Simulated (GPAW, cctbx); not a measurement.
# Bonding in BaRu2N2 as X-rays see it

Aim: compute the bonding part of the density of BaRu2N2, find which reflections carry it, and see how it biases an ordinary refinement.

The start was made by putting kin elements into a known structure type; the compound need not exist, or be stable, in this form. All numbers below are calculated.

## 1. Find the equilibrium geometry

The density hangs on the geometry, so cell and atoms are relaxed first, with the symmetry held. The cutoff is set higher than for the density because stress converges slowly with plane waves.

Settings: GPAW 26.7.0, PBE, 900 eV, 4×4×4 k-points, Fermi–Dirac width 0.05 eV, BFGS to 0.03 eV/Å.

```text
cell
1.0
     0.000000000   -3.879000000    0.000000000
     3.879000000    0.000000000    0.000000000
    -1.939500000    1.939500000    5.815500000
Ba Ru N
1 2 2
Direct
0.000000000 0.000000000 0.000000000
0.250000000 0.750000000 0.500000000
0.750000000 0.250000000 0.500000000
0.347500000 0.347500000 0.695000000
0.652500000 0.652500000 0.305000000
```

```console
$ OMP_NUM_THREADS=1 mpirun -n 4 gpaw python run.py > gpaw.log
```

```text
BFGS:    0      -36.777460        2.259723
BFGS:    1      -37.032992        1.982704
BFGS:    2      -37.590057        0.339827
BFGS:    3      -37.595349        0.333935
...
BFGS:    8      -37.636218        0.050652
BFGS:    9      -37.636615        0.034947
BFGS:   10      -37.636871        0.020236
cell  3.6823 3.6823 6.2834  107.04 107.04 90.00
volume 77.538 A^3, largest force 0.021 eV/A, largest stress 0.05 GPa
```

After 10 steps the volume has changed by -11.4 % and the energy by -0.859 eV; the largest stress left is 0.05 GPa. It took 5.2 min on 4 cores of Arm Neoverse V1 (shared host), peak memory 1.6 GiB.

Relaxed structure: I4/mmm (no. 139), a = 3.6823 Å, b = 3.6823 Å, c = 11.4371 Å, α = 90.00°, β = 90.00°, γ = 90.00°.

| atom | mult. | x | y | z |
| --- | --- | --- | --- | --- |
| Ba1 | 2 | 0 | 0 | 0 |
| Ru1 | 4 | 1/2 | 0 | 1/4 |
| N1 | 4 | 0 | 0 | 0.3405 |

## 2. Density and charge transfer

X-rays see the whole electron density, so the PAW density is rebuilt with its core regions. Subtracting spherical free atoms from the same code cancels the cores and leaves the deformation density Δρ, the part due to bonding.

Settings: PBE, 550 eV, 5×5×5 k-points, Fermi–Dirac width 0.05 eV; primitive cell of 5 atoms.

```console
$ OMP_NUM_THREADS=1 mpirun -n 4 gpaw python run.py > gpaw.log
```

```text
|iter:   1|       0s |  -40.209733 | +0.31 |       |
|iter:   2|       2s |  -39.205079 | -1.35 | -1.04 |
|iter:   3|       4s |  -38.693032 | -0.56 | -1.11 |
...
|iter:   8|      13s |  -36.945884c| -5.05 | -3.12 |
|iter:   9|      15s |  -36.945897c| -6.55 | -3.80 |
|iter:  10|      16s |  -36.945897c| -7.61c| -4.32c|
```

```text
gpts.py:43: UserWarning: Initial realspace grid (20,20,35) inconsistent with symmetries.
gpts.py:43: UserWarning: Initial realspace grid (20,20,35) inconsistent with symmetries.
gpts.py:43: UserWarning: Initial realspace grid (20,20,35) inconsistent with symmetries.
gpts.py:43: UserWarning: Initial realspace grid (20,20,35) inconsistent with symmetries.
gpts.py:70: UserWarning: Using symmetrized grid: (35,35,35).
gpts.py:70: UserWarning: Using symmetrized grid: (35,35,35).
gpts.py:70: UserWarning: Using symmetrized grid: (35,35,35).
gpts.py:70: UserWarning: Using symmetrized grid: (35,35,35).
grid (70, 70, 70)  electrons 158.000  moved by bonding 1.012 e
deformation density beyond 0.5 A of the nuclei: max 0.290, min -0.202 e/A^3
atom        x       y       z   Voronoi charge  moment
Ba1    0.0000  0.0000  0.0000      0.199       0.00
Ru2    0.2500  0.7500  0.5000      0.224       0.00
Ru3    0.7500  0.2500  0.5000      0.224       0.00
N 4    0.3405  0.3405  0.6811     -0.323       0.00
N 5    0.6595  0.6595  0.3189     -0.323       0.00
mean inner potential of superposed free atoms 25.030 V
total magnetic moment 0.000 muB
```

Deformation density in a plane through the shortest contact of the Ru atom at the origin, in 0.01 e/Å³ (clipped at ±99); x from -1.6 to 3.7 Å, y from 2.4 down to -2.4 Å:

```text
  4  10  17  10   3  -1  -2  -3  -3  -3  -3  -2  -1   2   8  10
  5   .   .  12   5   0  -2  -2  -3  -3  -3  -2  -2   0   1   2
  4   .   .   4   5   1   0  -1  -2  -2  -2  -2  -2  -2  -1  -1
  3   1   8  11   5   2   2   0   0   0   1   2   1  -1  -2  -2
  1   4   5  -1  -4   5   5   2   2   4   6  10   7   2  -1  -2
  0   0  -6 -12   .   .   2   0   8   4   .   .  13   5   0  -2
  0  -1  -7 -19   .   . -13  -4  11   5   .   .   8   4   0  -1
  0   0  -2   2   .   . -13  -5   7   3   .   .   7   6   2   0
  0   1   2   5   6  -4  -6  -2   1   4   5  10   9   1   2   3
  0   0   1   2   2   0   0   0   0   0   1  -1  -7 -12   7   9
 -1  -2  -1   0   0   0   0   0   0   0  -1  -7 -14   .   . -10
 -1  -3  -2  -1   0   0   0   0   0   0   0  -5 -14   .   . -11
 -2  -3  -2   0   1   1   1   1   0   0   1   1   7  10 -14 -10
```

Atoms in or within 0.15 Å of the plane: Ru (3.2, -1.8), Ru (0.0, 0.0), N (2.1, 0.0), N (-1.1, 1.8) Å. Dots mark points within about 0.45 Å of a nucleus; large values next to them are atomic features.

N gains most (-0.32 e) and Ru loses most (+0.22 e); N is the most electronegative element, but the order of the others doesn't follow electronegativity. Such charges fall far short of formal ones, since overlapping free atoms already put density on their neighbours. Along the shortest contact from the Ru atom at the map's origin, Ru–N at 2.11 Å, Δρ is +0.04 e/Å³ at the midpoint and highest, +0.12, 1.29 Å from Ru (points within 0.5 Å of a nucleus left out): little sits at the middle, as in a polar contact, whose build-up shifts to the more electronegative atom. At the midpoints of other shortest contacts it is +0.04 (Ru–Ru, 2.60 Å), -0.01 (Ba–N, 3.18 Å) and +0.04 (N–N, 3.33 Å) e/Å³. Point values carry grid noise of about 0.01 e/Å³. The run needed 10 iterations, 28 s.

## 3. From the density to structure factors

The Fourier components of Δρ, added to those of the free atoms, give the static X-ray structure factors; the Mott–Bethe relation turns them into the Fourier components V of the potential that fast electrons feel.

```text
static structure factors of the conventional cell: F in electrons, V (Mott-Bethe) in volts
   h  k  l      d  |F| table  |F| free   |F| DFT   change   |V| free  |V| DFT  change %
   0  0  2  5.7185    72.456    72.227    72.375    0.148     3.405    3.262     -4.2
   1  0  1  3.5051    84.775    84.884    84.442   -0.443     4.369    4.530      3.7
   0  0  4  2.8593   225.662   225.523   223.914   -1.609    10.714   11.102      3.6
   1  0  3  2.6486   109.417   109.344   109.956    0.612     6.303    6.176     -2.0
   1  1  0  2.6038    33.198    33.052    31.885   -1.167     0.591    0.825     39.6
   1  1  2  2.3697   218.269   218.140   217.581   -0.559     9.645    9.737      1.0
   1  0  5  1.9430    77.651    77.724    77.739    0.015     2.910    2.908     -0.1
   1  1  4  1.9252    55.241    55.078    54.805   -0.273     2.964    2.994      1.0
   0  0  6  1.9062    31.340    31.205    30.414   -0.791     0.625    0.710     13.6
   2  0  0  1.8412   219.520   219.524   219.403   -0.121     9.666    9.678      0.1
   2  0  2  1.7526    49.170    49.079    48.869   -0.210     2.421    2.440      0.8
   2  1  1  1.6300    69.679    69.727    69.582   -0.144     2.135    2.146      0.5
   2  0  4  1.5480   182.319   182.404   182.053   -0.351     6.194    6.219      0.4
   1  1  6  1.5381   200.926   201.032   200.461   -0.570     7.967    8.007      0.5
```

The largest X-ray change is -1.61 e on 004, 0.7 % of |F|. For electrons V goes as (Z − F)/g², so a change of F counts against Z − F, which is small at low angle and wherever the atoms' terms cancel: |V| of 110 moves by +39.6 % (0.59 to 0.82 V) against -3.5 % in |F|. The last three rows still change by up to 0.57 e; the table stops while the angles are still low. The tabulated Hartree–Fock atoms differ from the free DFT atoms by up to 0.23 e, so the choice of reference atom matters too.

## 4. How cheap can the run be?

Cutoff and k-mesh: one is changed at a time, to find what the result needs.

| run | ΔF 004 (e) | ΔF 110 (e) | ΔF 006 (e) | q(N) (e) | moved (e) | time |
| --- | --- | --- | --- | --- | --- | --- |
| 550 eV 5×5×5 | -1.609 | -1.167 | -0.791 | -0.323 | 1.012 | 28 s |
| 250 eV 5×5×5 | -1.257 | -0.575 | -0.291 | -0.229 | 1.372 | 14 s |
| 350 eV 5×5×5 | -1.482 | -0.967 | -0.617 | -0.293 | 1.136 | 17 s |
| 750 eV 5×5×5 | -1.623 | -1.188 | -0.809 | -0.326 | 1.020 | 39 s |
| 550 eV 2×2×2 | -1.561 | -1.130 | -0.775 | -0.320 | 1.008 | 15 s |
| 550 eV 4×4×4 | -1.616 | -1.126 | -0.833 | -0.319 | 1.011 | 26 s |

Within 0.03 e of the base on all three: 750 eV 5×5×5. The largest error, 0.592 e, comes with 250 eV 5×5×5. The moved charge is off by up to 36 % among these runs. Times are from shared hosts.

## 5. What a spherical-atom refinement makes of it

Routine crystallography fits spherical atoms. To see the bias, intensities are simulated from tabulated atoms plus the DFT change ΔF, so that bonding alone can misfit (5092 reflections of the full sphere, merged to the counts below, to 0.4 Å, 1.5 % proportional noise plus counting noise, assumed isotropic U as listed, Δρ smeared by the mean U) and refined with cctbx over different ranges.

```csv
range,data,R1,GooF,U Ba1 (true 0.0054),U Ru1 (true 0.006),U N1 (true 0.0104),largest shift (Å),"Δρ max, min (e/Å³)"
all data,423,0.0044,1.07,0.0054,0.0060,0.0104,0.0008,"0.72, -0.39"
"low resolution, d > 0.84",60,0.0044,1.33,0.0052,0.0058,0.0105,0.0034,"0.23, -0.24"
"high order, d < 0.75",346,0.0044,1.00,0.0054,0.0060,0.0104,0.0001,"0.53, -0.26"
"occupancies free, d > 0.7",96,0.0041,1.21,0.0054,0.0059,0.0110,0.0039,"0.25, -0.25"
```

With all data GooF is 1.07, diluted by the many high-angle data; the misfit shows at low resolution; the top residual peak lies 0.46 Å from N and 2.37 Å from Ru. No U is off by more than 3 s.u. at low resolution. With Ba1 held at 1 and the scale free, the other occupancies refine to Ru1 0.998(0.001) and N1 1.017(0.010), within three s.u. of full.

## 6. Answer

Bonding moves 1.01 e in the primitive cell of BaRu2N2 and changes the structure factors of the conventional cell in the table above by at most 1.61 e (004, 0.7 %), and among reflections above 2 % of the strongest by up to 3.5 % (110). The shortest bond, Ru–N, has Δρ = +0.04 e/Å³ at its midpoint, low for a shared bond; with the charge transfer this is a polar contact. Within 0.03 e of the base on all three: 750 eV 5×5×5. The largest error, 0.592 e, comes with 250 eV 5×5×5. The moved charge is off by up to 36 % among these runs. With all data GooF is 1.07, diluted by the many high-angle data. Limits: static density, frozen cores, no spin–orbit coupling.

[Outputs are excerpts: Python notices, other lines and further rows are left out; steps that failed or that the build refused (PBEsol, TPSS) are not shown.]

[Logs are printed without paths, hosts, clocks, repeated set-up lines and the standing remarks that a program may print on its own settings, such as how far it seeks lower states.]
